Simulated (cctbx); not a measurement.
## Solving a structure by charge flipping

Cell a = 3.2410 Å, b = 3.2410 Å, c = 6.0740 Å, α = 90.00°, β = 90.00°, γ = 90.00°; space group P4/mmm (no. 123); content Sn2 Ni1.

Simulated single-crystal data (cctbx): Mo Kα, λ = 0.71073 Å, to d = 0.65 Å, 80 % of the full sphere, strongest reflection 5000 counts, noise from counting, a 1.5 % proportional error and a noise floor of 15 counts (s.d.); no absorption.

Charge flipping in P1 on normalised amplitudes to 0.65 Å, δ = 1.1 σ, 20 % of the reflections treated as weak, 450 cycles:

```text
cycle      R  skewness
    0  0.539     0.11
   37  0.461     3.80
   74  0.456     3.81
  111  0.412     4.67
  148  0.424     4.27
  185  0.402     4.81
  222  0.425     4.92
  259  0.421     4.36
  296  0.431     4.42
  333  0.440     4.04
  370  0.432     4.17
  407  0.417     4.21
  444  0.418     4.03
origin shift          correlation  skewness
 0.312  0.843  0.016      0.851      2.00
 0.313  0.854  0.274      0.834      1.23
 0.313  0.845  0.179      0.801      0.94
 0.425 -0.004  0.398      0.797      0.74
taken: symmetry correlation 0.851, skewness 2.00
peak      x       y       z  mult  height/sigma
Q1    0.5000  0.5000  0.2155    2      9.1
Q2    0.0000  0.3560  0.0000    4      4.2
Q3    0.0000  0.0000  0.5000    1      3.5
Q4    0.2799  0.5000  0.0000    4      3.2
Q5    0.2375  0.2375  0.3612    8      3.1
Q6    0.2500  0.2500  0.0750    8      2.4
Q7    0.0000  0.5000  0.4134    4      1.9
```

The origin is taken among those within 0.04 of the best correlation, by the skewness of the map.

Run time: 0.5 s on 1 thread of Arm Neoverse N1, with other jobs on the host, peak memory 0.07 GiB.

**Question.** Which peaks are atoms, and which elements?

Heights go roughly as Z and multiplicities must add up to the content. First model: Q1 = Sn1 (2 in the cell, height 9.1) and Q3 = Ni1 (1 in the cell, height 3.5). Against the true structure, Q1 is Sn and Q3 is Ni; the other peaks are not atoms.

Least squares on F², isotropic:

```text
Rint 0.039, 99 unique reflections to 0.65 A
cycle     R1     wR2    GooF  max shift (A)
   1  0.1288  0.2565  11.651   0.01416
   2  0.0251  0.0557   2.528   0.00000
final R1 0.0251 wR2 0.0557 GooF 2.528  parameters 3  data/parameter 33.0
atom        x        y        z      Ueq    occ   su(xyz)  su(Uiso or U11)
Sn1    0.50000  0.50000  0.21317   0.0090  1.000  0.00018  0.0002
Ni1    0.00000  0.00000  0.50000   0.0184  1.000  0.00000  0.0006
difference map: max 4.60 min -3.69 rms 0.55
Q1    0.5000  0.5000  0.2710    2    4.64  0.35 A from Sn1
Q2    0.5000  0.5000  0.1371    2    4.36  0.46 A from Sn1
Q3    0.0000  0.1498  0.5000    4    2.50  0.49 A from Ni1
Q4    0.0000  0.0000  0.1005    2    2.10  2.39 A from Sn1
Q5    0.2473  0.2473  0.4285    8    1.81  1.21 A from Ni1
```

Anisotropic refinement:

```text
Rint 0.039, 99 unique reflections to 0.65 A
cycle     R1     wR2    GooF  max shift (A)
   1  0.0251  0.0557   2.555   0.00068
   2  0.0115  0.0228   1.046   0.00000
final R1 0.0115 wR2 0.0228 GooF 1.046  parameters 5  data/parameter 19.8
atom        x        y        z      Ueq    occ   su(xyz)  su(Uiso or U11)
Sn1    0.50000  0.50000  0.21306   0.0088  1.000  0.00008  0.0001
Ni1    0.00000  0.00000  0.50000   0.0186  1.000  0.00000  0.0004
difference map: max 1.44 min -1.38 rms 0.34
Q1    0.0000  0.0000  0.1056    2    1.45  2.38 A from Sn1
Q2    0.5000  0.5000  0.0805    2    1.38  0.81 A from Sn1
Q3    0.0000  0.1852  0.4163    8    1.29  0.79 A from Ni1
Q4    0.3238  0.5000  0.4276    8    1.25  1.42 A from Sn1
Q5    0.0000  0.3894  0.0000    4    0.85  2.10 A from Sn1
Q6    0.2414  0.2414  0.5000    4    0.84  1.11 A from Ni1
```

**Reading.** The refinement ends at R1 = 0.0115, wR2 = 0.0228, GooF = 1.05, with difference density between -1.38 and 1.44 e/Å³. Every site matches the true model in element, within 0.001 Å r.m.s., up to an allowed shift of origin.

True model:

```
atom  mult.    x    y       z  Ueq (Å²)
 Sn1      2  1/2  1/2  0.2870    0.0088
 Ni1      1    0    0       0    0.0189
```

The model was made for the exercise: a known structure type with other elements put in, its volume estimated, not relaxed; displacement parameters are assumed.

[Middle refinement cycles are left out of these outputs.]

[Logs are printed without paths, hosts, clocks, repeated set-up lines and the standing remarks that a program may print on its own settings, such as how far it seeks lower states.]
